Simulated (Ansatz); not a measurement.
# LiF (Griceite): a many-body input that goes wrong, and its mend

A first try at the G0W0 gap of LiF (Griceite), what the program said, and an input that works.

Method: G0W0 on PBE, plane waves, PAW; PAW set soft_1, in Ansatz 0.2.0.

## Step 1: Starting point

It takes space group Fm-3m (No. 225, cubic). Conventional cell: a = 4.028 Å, b = 4.028 Å, c = 4.028 Å, α = 90.00°, β = 90.00°, γ = 90.00°. Nearest to Li lie 6 F at 2.01 Å. Nearest to F lie 6 Li at 2.01 Å. Farther neighbours and most contacts between anions are not listed.

The cell and positions come from the Crystallography Open Database and are kept as given unless a step says otherwise.

## Step 2: First try

input.yaml

```yaml
crystal:
  lattice:
    - [0.0, 2.014, 2.014]
    - [2.014, 0.0, 2.014]
    - [2.014, 2.014, 0.0]
  atoms:
    - { symbol: Li, position: [0.0, 0.0, 0.0] }
    - { symbol: F, position: [0.5, 0.5, 0.5] }
kpoints:
  mp_grid: { grid: [6, 6, 6] }
hamiltonian:
  xc: pbe
  pseudopotentials: { kind: paw, azcp: { folder: soft_1 } }
scf:
  occupations: { method: fixed }
gw:
  n_empty_bands: 26
  ecut_chi: 10
  qp_bands: [v2, c2]
  qp_kpoints: band_edges
  screening: { model: contour_deformation }
```

Launch:

```sh
ansatz run input.yaml --threads 3 --pin off --max-ram 92160MiB --backend cuda --events-out ev --progress --plain --runs-dir out --devices 1 --max-vram 13GiB
```

Numbers of over 12 decimals in the logs are rounded to 6 here.

The log of the run:

```text
GPUs: using 1 of 1 available (devices: 1).
Engine: ansatz 0.2.0, x86_64-unknown-linux-gnu
Pseudopotentials: kind: paw
Pseudopotential: Li, paw, valence charge 3, recommended cutoff 420 eV (normal), soft_1/Li.paw.azcp
Pseudopotential: F, paw, valence charge 7, recommended cutoff 420 eV (normal), soft_1/F.paw.azcp
Functional definition: PBE
  parameter kappa = 0.804
  parameter beta = 0.066725
  exchange = pbe_x(kappa = kappa, mu = beta*pi^2/3)
  correlation = pbe_c(beta = beta)
device memory: the entry about to start is reckoned to put 0.4 GiB on a device that reports 48.5 GiB free (of which the cap on the GPU budget leaves the run 13.0 GiB)
GPU FFT provider: cuFFT
GPU libraries: cuBLAS 13.8.2, cuFFT 12.4.0, cuSOLVER 12.3.4
Crystal: 2 atoms, lattice volume = 16.338 Å³
Basis set: ecut = 420 eV, 331 PW (Γ)
Bands: 9, of which v1, the nominal top of the filled ones, is band 5 counted from 1 (4 counted from 0)
Symmetry: 48 space group operations
Space group: Fm-3m (ITA 225), of the structure as read, at distance tolerance 2.5e-5 Å
k-points: 16 of 216
Non-local potential: Li, projectors of the file, l = 0: 3, l = 1: 2, l = 2: 1
Non-local potential: F, projectors of the file, l = 0: 2, l = 1: 2, l = 2: 1
PAW form: soft (Blöchl's): semilocal exchange-correlation on the pseudo side does not see the compensation charge
PAW one-centre angular grid: Li, 110 points (default); XC on 96 Gauss nodes
PAW one-centre angular grid: F, 110 points (default); XC on 64 Gauss nodes
Initial density: superposition of atomic densities (chi_scale 0.1, normalization cell, long waves kept (reshape's long-wave potential 0.00 eV rms))
Initial wavefunctions: pseudopotential atomic-orbital guess
GPU buffer pool allocated for 8000 grid points (all kernels)
GPU transforms: local potential and band sums: pruned to the plane-wave sphere, on 18×20×20
Functional: x = pbe(κ = 0.804, μ = 0.219515), c = pbe(β = 0.066725)
SCF iter   1: F=—  HF=-1016.037709 eV  |F-HF|=—  |Δ(HF+E_count)|=         —  Δρ=5.95e-2  dr2=3.05e-1  ethr=3.10e-3  ⟨swp⟩=4.0  Hψ=808  notcnv=0  defer=28
preconditioner: auto → none  [insulator: Δε(μ)=8.255 eV  Ē_g=21.877 eV  n_scr=0 (ndim 8)  ℏωp=26.0 eV  f_vac=0.000  ε∞_Penn≈2.4]
SCF iter   2: F=—  HF=-1016.139370 eV  |F-HF|=—  |Δ(HF+E_count)|=   1.02e-1  Δρ=3.22e-2  dr2=8.42e-2  ethr=3.05e-3  ⟨swp⟩=2.0  Hψ=310  notcnv=0  defer=26
SCF iter   3: F=—  HF=-1016.174663 eV  |F-HF|=—  |Δ(HF+E_count)|=   3.53e-2  Δρ=1.64e-2  dr2=2.14e-2  ethr=8.42e-4  ⟨swp⟩=2.0  Hψ=237  notcnv=0  defer=29
SCF iter   4: F=—  HF=-1016.173159 eV  |F-HF|=—  |Δ(HF+E_count)|=   1.50e-3  Δρ=1.38e-3  dr2=1.27e-4  ethr=2.14e-4  ⟨swp⟩=2.7  Hψ=223  notcnv=0  defer=30
SCF iter   5: F=—  HF=-1016.173329 eV  |F-HF|=—  |Δ(HF+E_count)|=   1.71e-4  Δρ=2.76e-4  dr2=8.31e-6  ethr=1.27e-6  ⟨swp⟩=2.4  Hψ=242  notcnv=0  defer=30
SCF iter   6: F=-1016.173327 eV  HF=-1016.173327 eV  |F-HF|=1.87e-8  |Δ(HF+E_count)|=   2.16e-6  Δρ=1.28e-5  dr2=1.58e-8  ethr=1.00e-9  ⟨swp⟩=3.1  Hψ=640  notcnv=0
SCF 1 converged in 6 iterations: F = -1016.173327 eV  dr2 = 1.58e-8
[...]
device memory: the entry about to start is reckoned to put 0.4 GiB on a device that reports 49.1 GiB free (of which the cap on the GPU budget leaves the run 13.0 GiB)
NSCF: frozen V_eff on 16 k-points, pencils in batches of 32, up to order 36
[...]
device memory: the entry about to start is reckoned to put 0.7 GiB on a device that reports 49.1 GiB free (of which the cap on the GPU budget leaves the run 13.0 GiB)
NSCF: frozen V_eff on 16 k-points
G₀W₀ screening: q 1/16
[... further progress lines ...]
device memory: the entry about to start is reckoned to put 0.2 GiB on a device that reports 48.8 GiB free (of which the cap on the GPU budget leaves the run 13.0 GiB)
NSCF: frozen V_eff on 1 k-points
[...]
bands read: the sum over 31 bands ends inside a degenerate multiplet in 1 slot, whose members it reads at an even weight; the widest, k=4: bands 31 to 32 (counted from 1) at 1/2 each
  gw.qp_kpoints: band_edges: 12 of 16 stored k-points solved, in 1 pass; an edge of the gap read off the rows below is read off those points alone
    valence top: of the k-points left out ik 13 came nearest to being solved in a further pass, in band 5 (counted from 1, as in the quasiparticle table): it holds the edge there only if its correction is more favourable than any solved in that band by at least 0.515 eV; those differ by 0.063 eV
    conduction bottom: of the k-points left out ik 13 came nearest to being solved in a further pass, in band 6 (counted from 1, as in the quasiparticle table): it holds the edge there only if its correction is more favourable than any solved in that band by at least 3.719 eV; those differ by 0.629 eV
  `?` marks the rows in doubt; gw_qp.tsv's column doubts and the gw_qp event give each row's grounds
    ik  band        ε_KS         Σx   Σc(E_QP)       V_xc       Z   E_QP_lin       E_QP  E_QP is
     0     4      0.9617   -32.0235     3.3901   -24.2164  0.8952    -3.5793    -3.4553  root ?
     0     5      0.9617   -32.0235     3.3901   -24.2164  0.8952    -3.5793    -3.4553  root ?
     0     6     10.0566    -7.5551    -2.8966   -12.4808  0.9034    12.1039    12.0857  root
     0     7     24.9214    -3.0721    -3.8175    -9.9156  0.8763    28.0207    27.9474  root
     1     4      0.9031   -31.9612     3.3991   -24.1339  0.8950    -3.6503    -3.5251  root ?
     1     5      0.9031   -31.9612     3.3991   -24.1339  0.8950    -3.6503    -3.5251  root ?
     1     6     10.7732    -7.8378    -2.9436   -12.8677  0.9022    12.8794    12.8594  root
     1     7     20.5107    -3.8717    -3.4254    -9.7158  0.8837    22.9783    22.9294  root
     2     4      0.7912   -31.8531     3.4158   -23.9865  0.8947    -3.7873    -3.6597  root ?
     2     5      0.7912   -31.8531     3.4158   -23.9865  0.8947    -3.7873    -3.6597  root ?
     2     6     11.6631    -6.3162    -2.9831   -11.4655  0.9029    13.8511    13.8293  root
     2     7     18.0490    -6.9947    -3.4773   -13.0139  0.8848    20.6438    20.5909  root
     3     4      0.7372   -31.8082     3.4231   -23.9245  0.8946    -3.8519    -3.7233  root ?
     3     5      0.7372   -31.8082     3.4231   -23.9245  0.8946    -3.8519    -3.7233  root ?
     3     6     11.7591    -4.8526    -2.9410    -9.9458  0.9052    13.9317    13.9113  root
     3     7     17.7120    -9.1418    -3.6309   -15.4630  0.8798    20.4653    20.4023  root
     4     4      0.7060   -31.6394     3.4314   -23.7718  0.8940    -3.8586    -3.7301  root ?
     4     5      0.7060   -31.6394     3.4314   -23.7718  0.8940    -3.8586    -3.7301  root ?
     4     6     11.1639    -8.3318    -2.9711   -13.4161  0.9011    13.2982    13.2771  root
     4     7     21.4623    -2.3717    -3.3124    -7.6803  0.8827    23.4904    23.4585  root
     5     4      0.4857   -31.2338     3.4494   -23.3448  0.8932    -4.0848    -3.9539  root ?
     5     5      0.5233   -31.4009     3.4597   -23.4878  0.8932    -4.0618    -3.9301  root ?
     5     6     12.3663    -8.0361    -3.0658   -13.3357  0.8993    14.6254    14.6002  root
     5     7     18.2492    -4.8048    -3.3156   -10.4827  0.8909    20.6507    20.6114  root
     6     4      0.1533   -30.6446     3.4847   -22.7191  0.8917    -4.4225    -4.2875  root ?
     6     5      0.5334   -31.4642     3.4553   -23.5446  0.8935    -4.0627    -3.9310  root ?
     6     6     12.8654    -6.0394    -3.0266   -11.2977  0.9020    15.1211    15.0971  root
     6     7     17.1060    -7.6389    -3.4533   -13.6743  0.8871    19.7359    19.6879  root
[...]
11     5      0.3980   -31.2536     3.4763   -23.3080  0.8929    -4.2052    -4.0713  root ?
[...]
11     7     16.0259    -7.8271    -3.3411   -13.7087  0.8918    18.6068    18.5664  root
    12     4     -0.0333   -30.6156     3.5522   -22.5865  0.8904    -4.6515    -4.5103  root ?
    12     5     -0.0333   -30.6156     3.5522   -22.5865  0.8904    -4.6515    -4.5103  root ?
    12     6     15.7870    -9.4004    -3.4564   -15.5154  0.8883    18.4925    18.4455  root
    12     7     17.4556    -2.6182    -3.0481    -7.5641  0.8992    19.3729    19.3535  root
    14     4     -0.6976   -29.3025     3.6144   -21.2520  0.8871    -5.2818    -5.1337  root ?
    14     5      0.3380   -31.2220     3.4902   -23.2516  0.8926    -4.2777    -4.1421  root ?
    14     6     14.5213    -6.5906    -3.1613   -12.1188  0.8978    16.9186    16.8883  root
    14     7     16.3508    -7.5207    -3.3572   -13.4076  0.8910    18.9216    18.8806  root
[key lines of the parts left out:]
SCF converged after 6 iterations
Free energy (F): -1016.173327 eV
Fermi energy:    0.961670 eV
```

Run time: 9.2 s. Hardware: 1 × NVIDIA H100 80GB HBM3 (shared by 6 runs) with 3 threads of AMD EPYC 7R13 (Zen 3), shared host; peak memory 0.98 GiB.

The column dr2 measures how far the density is from self-consistency, as an energy; F and HF (Harris–Foulkes) agree once it is small.

**What went wrong?**

The run ended normally, though the input holds a fault or crude settings.

The fault: screening cutoff of 10 eV. Nearly all local fields and short-range correlation are left out.

It printed a gap of 15.54 eV, which is an artefact of the settings.

## Step 3: A better input

G0W0 replaces the xc potential by the self-energy, built once from these orbitals. Only a window of levels is corrected, while the sums run over the empty bands that the input names. This step takes PAW set soft_1 files.

Changes to input.yaml since step 2:

```diff
@@ -16,4 +16,4 @@
 gw:
-  n_empty_bands: 26
-  ecut_chi: 10
+  n_empty_bands: 48
+  ecut_chi: 120
   qp_bands: [v2, c2]
```

The log of the run:

```text
GPUs: using 1 of 1 available (devices: 1).
[...]
GPU FFT provider: cuFFT
GPU libraries: cuBLAS 13.8.2, cuFFT 12.4.0, cuSOLVER 12.3.4
Crystal: 2 atoms, lattice volume = 16.338 Å³
Basis set: ecut = 420 eV, 331 PW (Γ)
Bands: 9, of which v1, the nominal top of the filled ones, is band 5 counted from 1 (4 counted from 0)
[... 1 set-up line as in the run before ...]
[...]
k-points: 16 of 216
[...]
GPU buffer pool allocated for 8000 grid points (all kernels)
[...]
SCF iter   1: F=—  HF=-1016.037709 eV  |F-HF|=—  |Δ(HF+E_count)|=         —  Δρ=5.95e-2  dr2=3.05e-1  ethr=3.10e-3  ⟨swp⟩=4.0  Hψ=808  notcnv=0  defer=28
[...]
SCF iter   6: F=-1016.173327 eV  HF=-1016.173327 eV  |F-HF|=1.87e-8  |Δ(HF+E_count)|=   2.16e-6  Δρ=1.28e-5  dr2=1.58e-8  ethr=1.00e-9  ⟨swp⟩=3.1  Hψ=640  notcnv=0
SCF 1 converged in 6 iterations: F = -1016.173327 eV  dr2 = 1.58e-8
[...]
0     4      0.9617   -32.0235     5.2729   -24.2164  0.8191    -1.6212    -1.5725  root
     0     5      0.9617   -32.0235     5.2729   -24.2164  0.8191    -1.6212    -1.5725  root
     0     6     10.0566    -7.5551    -3.3534   -12.4808  0.8883    11.6394    11.6289  root
     0     7     24.9214    -3.0721    -4.5677    -9.9156  0.8552    27.2192    27.1972  root
     1     4      0.9031   -31.9612     5.2778   -24.1339  0.8190    -1.6959    -1.6464  root
     1     5      0.9031   -31.9612     5.2778   -24.1339  0.8190    -1.6959    -1.6464  root
     1     6     10.7732    -7.8378    -3.3371   -12.8677  0.8848    12.4785    12.4659  root
     1     7     20.5107    -3.8717    -4.0330    -9.7158  0.8658    22.3507    22.3218  root
[...]
14     4     -0.6976   -29.3025     5.1929   -21.2520  0.8170    -3.6275    -3.5553  root
    14     5      0.3380   -31.2220     5.2897   -23.2516  0.8180    -2.4004    -2.3426  root
    14     6     14.5213    -6.5906    -3.5402   -12.1188  0.8776    16.5305    16.5094  root
    14     7     16.3508    -7.5207    -3.6745   -13.4076  0.8658    18.5947    18.5632  root
[key lines of the parts left out:]
SCF converged after 6 iterations
Free energy (F): -1016.173327 eV
Fermi energy:    0.961670 eV
```

Elapsed: 12 s, on 1 × NVIDIA H100 80GB HBM3 (shared by 6 runs) with 3 threads; peak memory 0.98 GiB; 10 s of CPU time.

Numbers from this step:

* bands summed: 53
* RPA ε∞ on this mesh (eigenvalues): 1.977, 1.977, 1.977
* plane waves in the screening matrix: 59
* q-points in the mesh: 216
* G0W0 gap on the mesh: 13.20 eV
* k of the valence top: 0, 0, 0
* k of the conduction bottom: 0, 0, 0
* starting gap on the mesh: 9.095 eV
* Z at the valence top: 0.8191
* Z at the conduction bottom: 0.8883
* least direct G0W0 gap on the computed points: 13.20 eV

The gap on the mesh goes from 9.09 eV to 13.20 eV, a correction of +4.11 eV. Between the two edge states, bare exchange in place of the xc potential would open the gap by 12.73 eV, and correlation takes back 8.63 eV.

## Step 4: What came out

* first try: converged after 9.2 s
* better run: G0W0 gap on the mesh 13.20 eV (6×6×6 mesh, 48 empty bands, screening to 120 eV, PAW set soft_1 files)

**Reading.** The second run differs in: empty bands and screening cutoff (eV). Bands and cutoff are finite, so the gap is not at the basis limit. The miss can reach some tenths of an eV and take either sign; the mesh is an error of its own.

[Paths, hosts, dates, memory and timing lines, banners, echoed tables and standing remarks are left out of the program output.]

[Logs are printed without paths, hosts, clocks, repeated set-up lines and the standing remarks that a program may print on its own settings, such as how far it seeks lower states.]

[Runs of the session that timed out or met a known fault of the program may be left out.]

[Cells called generated may have been cut or substituted from an entry of the Crystallography Open Database or the Materials Project.]

[Hosts, paths, dates, database ids (printed as entryN), source tags and the programs' standing remarks are cut or masked in the printed files.]
